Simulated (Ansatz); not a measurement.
## V wire along [100], 4 atoms a period: bands along the axis

What gap, if any, does the V wire along [100], 4 atoms a period have, and how many channels would it open?

Calculated with Ansatz 0.2.0; DFT PBE, plane waves, PAW; relaxation of a wire's period; PAW set soft_1, in the first sound run; inputs show where later runs differ.

## (1) Starting point

The cell holds 4 atoms: 4 V. Cell: a = 9.790 Å, b = 9.790 Å, c = 2.990 Å, α = 90.0°, β = 90.0°, γ = 90.0°. Vacuum lies along a and b. The structure's axis is c.

## (2) The relaxed wire

Band widths follow the bond lengths, so the wire is relaxed first. The atoms and the third cell vector are free; the box across stays fixed as vacuum. A Fermi-Dirac smearing is set since the result may be a metal. The pressure printed is a third of the stress's trace over the whole box, vacuum included; only the stress along the axis is relaxed.

input.yaml

```yaml
crystal:
  lattice:
    - [9.79, 0.0, 0.0]
    - [0.0, 9.79, 0.0]
    - [0.0, 0.0, 2.99]
  atoms:
    - { symbol: V, position: [0.347293156, 0.5, 0.0] }
    - { symbol: V, position: [0.652706844, 0.5, 0.0] }
    - { symbol: V, position: [0.5, 0.347293156, 0.5] }
    - { symbol: V, position: [0.5, 0.652706844, 0.5] }
kpoints:
  mp_grid: { grid: [1, 1, 27] }
scf:
  occupations: { method: fermi_dirac, width: 0.05 }
hamiltonian:
  xc: pbe
  pseudopotentials: { kind: paw, azcp: { folder: soft_1 } }
relax:
  cell: { fix: [a, b, alpha, beta, gamma] }
  max_steps: 45
  f_tol: 0.03
```

Command:

```sh
$ ansatz run input.yaml --threads 4 --pin off --max-ram 16384MiB --backend cpu --events-out ev --progress --plain --runs-dir out
```

Numbers of over 12 decimals in the logs are rounded to 6 here.

Output:

```text
Engine: ansatz 0.2.0, x86_64-unknown-linux-gnu
Pseudopotentials: kind: paw
Pseudopotential: V, paw, valence charge 13, recommended cutoff 420 eV (normal), soft_1/V.paw.azcp
Functional definition: PBE
  parameter kappa = 0.804
  parameter beta = 0.066725
  exchange = pbe_x(kappa = kappa, mu = beta*pi^2/3)
  correlation = pbe_c(beta = beta)
Crystal: 4 atoms, lattice volume = 286.574 Å³
Basis set: ecut = 420 eV, 5509 PW (Γ), exchange–correlation on 144×144×40 points (8 copies of the dense FFT grid, shifted against one another)
Bands: 32, of which v1, the nominal top of the filled ones, is band 26 counted from 1 (25 counted from 0)
Symmetry: 16 space group operations
Space group: P42/mmc (ITA 131), of the structure as read, at distance tolerance 6.6e-5 Å
k-points: 14 of 27
Non-local potential: V, projectors of the file, l = 0: 3, l = 1: 2, l = 2: 3, l = 3: 1
PAW form: soft (Blöchl's): semilocal exchange-correlation on the pseudo side does not see the compensation charge
PAW one-centre angular grid: V, 590 points (default); XC on 64 Gauss nodes
Initial density: superposition of atomic densities (neutral atoms: chi_scale 0, normalization atom)
Initial wavefunctions: pseudopotential atomic-orbital guess
Functional: x = pbe(κ = 0.804, μ = 0.219515), c = pbe(β = 0.066725)
SCF iter   1: F=—  HF=-11648.808156 eV  |F-HF|=—  |Δ(HF+E_count)|=         —  Δρ=4.31e-2  dr2=2.52e1  ethr=3.10e-3  ⟨swp⟩=8.6  Hψ=2008  notcnv=0
preconditioner: auto → LDOS  [metal: Δε(μ)=0.107 eV  Ē_g=2.764 eV  σ=0.050 eV  W_gap=0.40  n_scr=36 (ndim 8)  ℏωp=9.8 eV  f_vac=0.560  D(μ)=3.46/eV (n_scr^D=20)  β→1.0]
SCF iter   2: F=—  HF=-11657.442067 eV  |F-HF|=—  |Δ(HF+E_count)|=    8.63e0  Δρ=7.72e-2  dr2=1.21e2  ethr=3.10e-3  ⟨swp⟩=6.8  Hψ=2522  notcnv=1  defer=2  recentre
SCF iter   3: F=—  HF=-11643.083568 eV  |F-HF|=—  |Δ(HF+E_count)|=    1.44e1  Δρ=2.33e-2  dr2=5.97e0  ethr=3.10e-3  ⟨swp⟩=6.7  Hψ=2006  notcnv=0
SCF iter   4: F=—  HF=-11642.254016 eV  |F-HF|=—  |Δ(HF+E_count)|=   8.30e-1  Δρ=1.02e-2  dr2=2.00e0  ethr=3.10e-3  ⟨swp⟩=4.9  Hψ=1043  notcnv=0
SCF iter   5: F=—  HF=-11641.961535 eV  |F-HF|=—  |Δ(HF+E_count)|=   2.92e-1  Δρ=7.28e-3  dr2=4.82e-1  ethr=3.10e-3  ⟨swp⟩=3.1  Hψ=764  notcnv=0
SCF iter   6: F=—  HF=-11641.896648 eV  |F-HF|=—  |Δ(HF+E_count)|=   6.49e-2  Δρ=1.49e-3  dr2=2.32e-2  ethr=9.27e-4  ⟨swp⟩=3.8  Hψ=781  notcnv=0  defer=1
SCF iter   7: F=—  HF=-11641.895813 eV  |F-HF|=—  |Δ(HF+E_count)|=   8.35e-4  Δρ=8.70e-4  dr2=9.77e-3  ethr=4.46e-5  ⟨swp⟩=3.5  Hψ=711  notcnv=0  defer=1
SCF iter   8: F=—  HF=-11641.894639 eV  |F-HF|=—  |Δ(HF+E_count)|=   1.17e-3  Δρ=3.28e-4  dr2=1.01e-3  ethr=1.88e-5  ⟨swp⟩=2.3  Hψ=636  notcnv=0
SCF iter   9: F=—  HF=-11641.894532 eV  |F-HF|=—  |Δ(HF+E_count)|=   1.07e-4  Δρ=1.28e-4  dr2=1.61e-4  ethr=1.95e-6  ⟨swp⟩=1.9  Hψ=510  notcnv=0
SCF iter  10: F=—  HF=-11641.894508 eV  |F-HF|=—  |Δ(HF+E_count)|=   2.42e-5  Δρ=1.20e-5  dr2=1.05e-6  ethr=3.10e-7  ⟨swp⟩=2.1  Hψ=585  notcnv=0
SCF iter  11: F=—  HF=-11641.894679 eV  |F-HF|=—  |Δ(HF+E_count)|=   1.71e-4  Δρ=3.06e-6  dr2=3.92e-8  ethr=1.92e-10  ⟨swp⟩=4.4  Hψ=1967  notcnv=0
SCF iter  12: F=-11641.894679 eV  HF=-11641.894679 eV  |F-HF|=1.48e-8  |Δ(HF+E_count)|=   1.02e-8  Δρ=1.54e-6  dr2=1.82e-8  ethr=7.53e-11  ⟨swp⟩=2.7  Hψ=1536  notcnv=0
SCF 1 converged in 12 iterations: F = -11641.894679 eV  dr2 = 1.82e-8
  greatest PAW one-centre occupation: 1.000 electrons in one spin orbital (limit 2), on the V atom at site 3 (counted from 0), in its partial waves of l = 0
relax step   1: F+E_penalty+E_count = -11641.89467893 eV  Δ(F+E_penalty+E_count) = +0.000e0 eV  max|allowed force component| = 2.774e0 eV/Å  Δτ_max = 0.0000 Å  P = -4.889 GPa  Ω = 286.574 Å³  fix = [a, b, alpha, beta, gamma]  reactions: a -4.616, b -4.616 GPa  (12 SCF iters, dr2 threshold 1.00e-7 eV, accepted)
Crystal: 4 atoms, lattice volume = 278.333 Å³
Basis set: ecut = 420 eV, 5421 PW (Γ), exchange–correlation on 144×144×40 points (8 copies of the dense FFT grid, shifted against one another)
Initial density: handed on by an earlier stage of this run
Initial wavefunctions: those handed on with the density
SCF iter   1: F=—  HF=-11643.883163 eV  |F-HF|=—  |Δ(HF+E_count)|=         —  Δρ=2.75e-2  dr2=4.67e0  ethr=3.10e-3  ⟨swp⟩=11.5  Hψ=2367  notcnv=0
preconditioner: auto → LDOS  [metal: Δε(μ)=0.106 eV  Ē_g=2.848 eV  σ=0.050 eV  W_gap=0.47  n_scr=36 (ndim 8)  ℏωp=10.0 eV  f_vac=0.651  D(μ)=4.58/eV (n_scr^D=20)  β→1.0]
SCF iter   2: F=—  HF=-11644.696879 eV  |F-HF|=—  |Δ(HF+E_count)|=   8.14e-1  Δρ=2.92e-2  dr2=1.04e1  ethr=3.10e-3  ⟨swp⟩=4.4  Hψ=1221  notcnv=0
SCF iter   3: F=—  HF=-11643.175036 eV  |F-HF|=—  |Δ(HF+E_count)|=    1.52e0  Δρ=7.63e-3  dr2=5.53e-1  ethr=3.10e-3  ⟨swp⟩=3.4  Hψ=861  notcnv=0
SCF iter   4: F=—  HF=-11643.100982 eV  |F-HF|=—  |Δ(HF+E_count)|=   7.41e-2  Δρ=1.58e-3  dr2=7.42e-3  ethr=1.06e-3  ⟨swp⟩=2.5  Hψ=691  notcnv=0
SCF iter   5: F=—  HF=-11643.101458 eV  |F-HF|=—  |Δ(HF+E_count)|=   4.76e-4  Δρ=4.45e-4  dr2=3.87e-4  ethr=1.43e-5  ⟨swp⟩=3.1  Hψ=986  notcnv=0
SCF iter   6: F=—  HF=-11643.101715 eV  |F-HF|=—  |Δ(HF+E_count)|=   2.57e-4  Δρ=1.43e-4  dr2=5.96e-5  ethr=7.45e-7  ⟨swp⟩=2.3  Hψ=791  notcnv=0
SCF iter   7: F=—  HF=-11643.101760 eV  |F-HF|=—  |Δ(HF+E_count)|=   4.53e-5  Δρ=4.05e-5  dr2=7.02e-6  ethr=1.15e-7  ⟨swp⟩=2.1  Hψ=652  notcnv=0
SCF iter   8: F=—  HF=-11643.101773 eV  |F-HF|=—  |Δ(HF+E_count)|=   1.23e-5  Δρ=1.33e-5  dr2=1.25e-6  ethr=1.35e-8  ⟨swp⟩=2.1  Hψ=611  notcnv=0
SCF iter   9: F=—  HF=-11643.101773 eV  |F-HF|=—  |Δ(HF+E_count)|=   5.79e-7  Δρ=6.96e-6  dr2=6.66e-7  ethr=7.69e-10  ⟨swp⟩=5.2  Hψ=1530  notcnv=0
SCF iter  10: F=-11643.101773 eV  HF=-11643.101773 eV  |F-HF|=9.26e-9  |Δ(HF+E_count)|=   5.96e-8  Δρ=1.21e-6  dr2=1.86e-8  ethr=7.69e-10  ⟨swp⟩=4.7  Hψ=1354  notcnv=0
SCF 2 converged in 10 iterations: F = -11643.101773 eV  dr2 = 1.86e-8
relax step   2: F+E_penalty+E_count = -11643.10177321 eV  Δ(F+E_penalty+E_count) = -1.207e0 eV  max|allowed force component| = 8.435e-1 eV/Å  Δτ_max = 0.1955 Å  P = +0.720 GPa  Ω = 278.333 Å³  energy of the carried Pulay correction = +9.099e-4 eV  fix = [a, b, alpha, beta, gamma]  reactions: a +1.307, b +1.307 GPa  (10 SCF iters, dr2 threshold 4.00e-7 eV, accepted)
Crystal: 4 atoms, lattice volume = 270.083 Å³
Basis set: ecut = 420 eV, 5269 PW (Γ), exchange–correlation on 144×144×40 points (8 copies of the dense FFT grid, shifted against one another)
iter 1 solved again at ethr=3.57e-4 eV; its pass at ethr=3.10e-3 eV (dr2=1.86e-1 eV) is discarded
SCF iter   1: F=—  HF=-11643.174196 eV  |F-HF|=—  |Δ(HF+E_count)|=         —  Δρ=7.43e-3  dr2=1.88e-1  ethr=3.57e-4  ⟨swp⟩=2.0  Hψ=2711  notcnv=0
preconditioner: auto → LDOS  [insulator: Δε(μ)=0.133 eV  Ē_g=2.469 eV  σ=0.050 eV  W_gap=0.58  n_scr=36 (ndim 8)  ℏωp=10.1 eV  f_vac=0.624  D(μ)=3.62/eV (n_scr^D=20)  ε∞_Penn≈17.8  β→1.0]
SCF iter   2: F=—  HF=-11643.209270 eV  |F-HF|=—  |Δ(HF+E_count)|=   3.51e-2  Δρ=6.19e-3  dr2=3.59e-1  ethr=3.57e-4  ⟨swp⟩=3.1  Hψ=1008  notcnv=0
SCF iter   3: F=—  HF=-11643.139631 eV  |F-HF|=—  |Δ(HF+E_count)|=   6.96e-2  Δρ=9.55e-4  dr2=2.23e-3  ethr=3.57e-4  ⟨swp⟩=2.6  Hψ=808  notcnv=0
SCF iter   4: F=—  HF=-11643.139959 eV  |F-HF|=—  |Δ(HF+E_count)|=   3.28e-4  Δρ=5.77e-4  dr2=7.43e-4  ethr=4.29e-6  ⟨swp⟩=3.0  Hψ=883  notcnv=0
SCF iter   5: F=—  HF=-11643.139776 eV  |F-HF|=—  |Δ(HF+E_count)|=   1.83e-4  Δρ=9.79e-5  dr2=2.15e-5  ethr=1.43e-6  ⟨swp⟩=2.9  Hψ=868  notcnv=0
SCF iter   6: F=—  HF=-11643.139802 eV  |F-HF|=—  |Δ(HF+E_count)|=   2.64e-5  Δρ=2.03e-5  dr2=1.47e-6  ethr=4.13e-8  ⟨swp⟩=2.4  Hψ=663  notcnv=0
SCF iter   7: F=-11643.139804 eV  HF=-11643.139804 eV  |F-HF|=4.26e-8  |Δ(HF+E_count)|=   1.71e-6  Δρ=7.70e-6  dr2=1.87e-7  ethr=7.69e-10  ⟨swp⟩=5.4  Hψ=1577  notcnv=0
SCF 3 converged in 7 iterations: F = -11643.139804 eV  dr2 = 1.87e-7
relax step   3: F+E_penalty+E_count = -11643.13980370 eV  Δ(F+E_penalty+E_count) = -3.803e-2 eV  max|allowed force component| = 4.709e-1 eV/Å  Δτ_max = 0.0617 Å  P = -0.299 GPa  Ω = 270.083 Å³  energy of the carried Pulay correction = +1.848e-3 eV  fix = [a, b, alpha, beta, gamma]  reactions: a -0.714, b -0.714 GPa  (7 SCF iters, dr2 threshold 4.00e-7 eV, accepted)
Crystal: 4 atoms, lattice volume = 273.874 Å³
Basis set: ecut = 420 eV, 5285 PW (Γ), exchange–correlation on 144×144×40 points (8 copies of the dense FFT grid, shifted against one another)
iter 1 solved again at ethr=4.66e-5 eV; its pass at ethr=3.10e-3 eV (dr2=2.42e-2 eV) is discarded
SCF iter   1: F=—  HF=-11643.174340 eV  |F-HF|=—  |Δ(HF+E_count)|=         —  Δρ=2.77e-3  dr2=2.46e-2  ethr=4.66e-5  ⟨swp⟩=2.1  Hψ=2649  notcnv=0
preconditioner: auto → LDOS  [insulator: Δε(μ)=0.173 eV  Ē_g=2.535 eV  σ=0.050 eV  W_gap=0.69  n_scr=36 (ndim 8)  ℏωp=10.0 eV  f_vac=0.637  D(μ)=2.98/eV (n_scr^D=12)  ε∞_Penn≈16.7  β→1.0]
SCF iter   2: F=—  HF=-11643.180082 eV  |F-HF|=—  |Δ(HF+E_count)|=   5.74e-3  Δρ=2.47e-3  dr2=5.84e-2  ethr=4.66e-5  ⟨swp⟩=2.5  Hψ=860  notcnv=0  recentre
SCF iter   3: F=—  HF=-11643.170134 eV  |F-HF|=—  |Δ(HF+E_count)|=   9.95e-3  Δρ=6.49e-4  dr2=1.22e-3  ethr=4.66e-5  ⟨swp⟩=2.1  Hψ=793  notcnv=0
SCF iter   4: F=—  HF=-11643.170023 eV  |F-HF|=—  |Δ(HF+E_count)|=   1.11e-4  Δρ=2.27e-4  dr2=1.63e-4  ethr=2.34e-6  ⟨swp⟩=3.0  Hψ=787  notcnv=0
SCF iter   5: F=—  HF=-11643.170014 eV  |F-HF|=—  |Δ(HF+E_count)|=   9.17e-6  Δρ=4.56e-5  dr2=9.07e-6  ethr=3.14e-7  ⟨swp⟩=2.8  Hψ=858  notcnv=0
SCF iter   6: F=-11643.170018 eV  HF=-11643.170018 eV  |F-HF|=2.43e-8  |Δ(HF+E_count)|=   4.74e-6  Δρ=1.16e-5  dr2=3.11e-7  ethr=7.69e-10  ⟨swp⟩=4.1  Hψ=1950  notcnv=0
SCF 4 converged in 6 iterations: F = -11643.170018 eV  dr2 = 3.11e-7
relax step   4: F+E_penalty+E_count = -11643.17001845 eV  Δ(F+E_penalty+E_count) = -3.021e-2 eV  max|allowed force component| = 5.660e-2 eV/Å  Δτ_max = 0.0229 Å  P = -0.050 GPa  Ω = 273.874 Å³  energy of the carried Pulay correction = +1.413e-3 eV  fix = [a, b, alpha, beta, gamma]  reactions: a -0.040, b -0.040 GPa  (6 SCF iters, dr2 threshold 4.00e-7 eV, accepted)
Crystal: 4 atoms, lattice volume = 273.853 Å³
iter 1 solved again at ethr=1.00e-6 eV; its pass at ethr=3.10e-3 eV (dr2=5.22e-4 eV) is discarded
SCF iter   1: F=—  HF=-11643.170319 eV  |F-HF|=—  |Δ(HF+E_count)|=         —  Δρ=3.01e-4  dr2=5.25e-4  ethr=1.00e-6  ⟨swp⟩=2.0  Hψ=2077  notcnv=0
preconditioner: auto → LDOS  [insulator: Δε(μ)=0.155 eV  Ē_g=2.533 eV  σ=0.050 eV  W_gap=0.64  n_scr=36 (ndim 8)  ℏωp=10.0 eV  f_vac=0.635  D(μ)=3.31/eV (n_scr^D=20)  ε∞_Penn≈16.7  β→1.0]
SCF iter   2: F=—  HF=-11643.170392 eV  |F-HF|=—  |Δ(HF+E_count)|=   7.26e-5  Δρ=2.88e-4  dr2=8.89e-4  ethr=1.00e-6  ⟨swp⟩=2.0  Hψ=729  notcnv=0
SCF iter   3: F=—  HF=-11643.170238 eV  |F-HF|=—  |Δ(HF+E_count)|=   1.54e-4  Δρ=6.90e-5  dr2=4.01e-5  ethr=1.00e-6  ⟨swp⟩=2.0  Hψ=587  notcnv=0
SCF iter   4: F=—  HF=-11643.170273 eV  |F-HF|=—  |Δ(HF+E_count)|=   3.54e-5  Δρ=2.02e-5  dr2=8.85e-7  ethr=7.71e-8  ⟨swp⟩=2.2  Hψ=603  notcnv=0
SCF iter   5: F=-11643.170273 eV  HF=-11643.170273 eV  |F-HF|=1.23e-9  |Δ(HF+E_count)|=   9.40e-8  Δρ=3.77e-6  dr2=5.79e-8  ethr=3.85e-10  ⟨swp⟩=5.6  Hψ=1722  notcnv=0
SCF 5 converged in 5 iterations: F = -11643.170273 eV  dr2 = 5.79e-8
relax step   5: F+E_penalty+E_count = -11643.17027327 eV  Δ(F+E_penalty+E_count) = -2.548e-4 eV  max|allowed force component| = 6.153e-3 eV/Å  Δτ_max = 0.0020 Å  P = +0.017 GPa  Ω = 273.853 Å³  energy of the carried Pulay correction = +1.416e-3 eV  fix = [a, b, alpha, beta, gamma]  reactions: a +0.039, b +0.039 GPa  (5 SCF iters, dr2 threshold 2.00e-7 eV, accepted)
Initial wavefunctions: pseudopotential atomic-orbital guess (no wavefunctions were taken with the density)
iter 1 solved again at ethr=6.36e-7 eV; its pass at ethr=3.10e-3 eV (dr2=3.31e-4 eV) is discarded
SCF iter   1: F=—  HF=-11643.167787 eV  |F-HF|=—  |Δ(HF+E_count)|=         —  Δρ=5.72e-5  dr2=1.20e-6  ethr=6.36e-7  ⟨swp⟩=4.3  Hψ=3189  notcnv=0
preconditioner: auto → LDOS  [insulator: Δε(μ)=0.150 eV  Ē_g=2.531 eV  σ=0.050 eV  W_gap=0.62  n_scr=36 (ndim 8)  ℏωp=10.0 eV  f_vac=0.635  D(μ)=3.37/eV (n_scr^D=20)  ε∞_Penn≈16.7  β→1.0]
SCF iter   2: F=—  HF=-11643.167842 eV  |F-HF|=—  |Δ(HF+E_count)|=   5.56e-5  Δρ=5.05e-5  dr2=6.12e-6  ethr=2.31e-9  ⟨swp⟩=3.3  Hψ=993  notcnv=0
SCF iter   3: F=—  HF=-11643.167841 eV  |F-HF|=—  |Δ(HF+E_count)|=   1.44e-6  Δρ=2.04e-5  dr2=8.93e-7  ethr=2.31e-9  ⟨swp⟩=2.5  Hψ=841  notcnv=0
SCF iter   4: F=—  HF=-11643.167840 eV  |F-HF|=—  |Δ(HF+E_count)|=   2.54e-7  Δρ=4.34e-6  dr2=9.23e-8  ethr=1.72e-9  ⟨swp⟩=2.0  Hψ=712  notcnv=0
SCF iter   5: F=—  HF=-11643.167840 eV  |F-HF|=—  |Δ(HF+E_count)|=   1.49e-8  Δρ=6.30e-7  dr2=3.34e-9  ethr=1.78e-10  ⟨swp⟩=2.7  Hψ=721  notcnv=0
SCF iter   6: F=—  HF=-11643.167840 eV  |F-HF|=—  |Δ(HF+E_count)|=  1.31e-10  Δρ=2.84e-7  dr2=2.03e-10  ethr=6.42e-12  ⟨swp⟩=3.1  Hψ=716  notcnv=0
SCF iter   7: F=-11643.167840 eV  HF=-11643.167840 eV  |F-HF|=1.27e-11  |Δ(HF+E_count)|=  7.82e-11  Δρ=5.47e-8  dr2=1.77e-11  ethr=1.00e-12  ⟨swp⟩=5.7  Hψ=1731  notcnv=0
SCF 6 converged in 7 iterations: F = -11643.167840 eV  dr2 = 1.77e-11
  greatest PAW one-centre occupation: 1.000 electrons in one spin orbital (limit 2), on the V atom at site 1 (counted from 0), in its partial waves of l = 0
relax step   6: F+E_penalty+E_count = -11643.16784044 eV  Δ(F+E_penalty+E_count) = +2.433e-3 eV  max|allowed force component| = 4.636e-3 eV/Å  Δτ_max = 0.0000 Å  P = +0.028 GPa  Ω = 273.853 Å³  fix = [a, b, alpha, beta, gamma]  reactions: a +0.049, b +0.049 GPa  stress off target by 1.46e-2 GPa on what of the cell is left free  SCF on the basis re-selected at this cell (its energy is not comparable with the rows above)  (7 SCF iters)
basis re-selected at this cell: Δ(F+E_penalty+E_count) = +2.433e-3 eV, ΔP = +0.011 GPa vs the last step (what re-selecting the basis moved, of the pressure what is left beyond the Pulay correction that the steps carried, after the strain that the cell walked since its last selection, with what the two solves' SCF thresholds leave and, on support functions, any second-order correction that the steps lacked; it is no m [...]
SCF converged after 7 iterations
Free energy (F): -11643.167840 eV
Harris-Foulkes:  -11643.167840 eV  (|F-HF|=1.27e-11)
Internal energy: -11643.136982 eV  (E = F + TS)
E sigma→0 (E₀):  -11643.152411 eV
Entropy (-TS):   -0.030858 eV (-7.714 meV/atom)
Fermi energy:    0.837558 eV
--- Per-component energies (eV) ---
  E_band       = -1408.993840
  E_kinetic    = 1181.877438
  E_local      = -19428.828778  (includes V_loc(G=0)·N_el)
  E_nonlocal   = 340.413901
  E_hartree    = 8964.897408
  E_xc         = -454.381307
  E_vxc        = -574.184293  (∫ρ·V_xc dr)
  E_paw        = -4507.616487  (= ΣΔE_a)
  E_vpaw       = -858.071580  (= ΣTr[D̂ρ^β])
  E_aug_tail   = 0.004249  (compensation charges beyond the density's cutoff)
  E_ewald      = 2260.496592
  E_smearing   = -0.030858  (= −TS)
  E_closure    = -0.000000  (closes the sum)
  Σ components = -11643.167840   (vs F -11643.167840, Δ=0.00e0)
--- Forces (eV/Å), atoms counted from 1 ---
  atom   1  V      0.00463553     0.00000000    -0.00000000
  atom   2  V     -0.00463553    -0.00000000     0.00000000
  atom   3  V      0.00000000     0.00463553    -0.00000000
  atom   4  V     -0.00000000    -0.00463553     0.00000000
  max |Σ_I F_I| component: 8.67e-19 eV/Å
--- Stress (GPa, compression-positive) ---
        0.049257       0.000000       0.000000
        0.000000       0.049257      -0.000000
        0.000000      -0.000000      -0.014563
  P = ⅓ Tr σ = 0.0280 GPa (0.280 kbar)
--- Relaxed structure (5 steps of the walk, 5 accepted, 1 SCFs on fresh bases) ---
  F+E_penalty+E_count = -11643.16784044 eV   max|allowed force component| = 4.636e-3 eV/Å   (the final SCF, on the basis selected at the relaxed cell)
  cell:  # Å, volume = 273.8530 Å³
    - [9.79, 0, 0]
    - [0, 9.79, 0]
    - [0, 0, 2.857275]
  atoms:
    - { symbol: V, position: [0.363500, 0.5, 0] }
    - { symbol: V, position: [0.636500, 0.5, 0] }
    - { symbol: V, position: [0.5, 0.363500, 0.5] }
    - { symbol: V, position: [0.5, 0.636500, 0.5] }
```

Run time: 12 s. Hardware: 4 threads of Intel Xeon Platinum 8488C (Sapphire Rapids), shared host; peak memory 0.69 GiB; 45 s of CPU time.

This run has no spin polarisation, although V can carry a moment.

[end of part 1 of 2]

[Logs are printed without paths, hosts, clocks, repeated set-up lines and the standing remarks that a program may print on its own settings, such as how far it seeks lower states.]

[Hosts, paths, dates, database ids (printed as entryN), source tags and the programs' standing remarks are cut or masked in the printed files.]
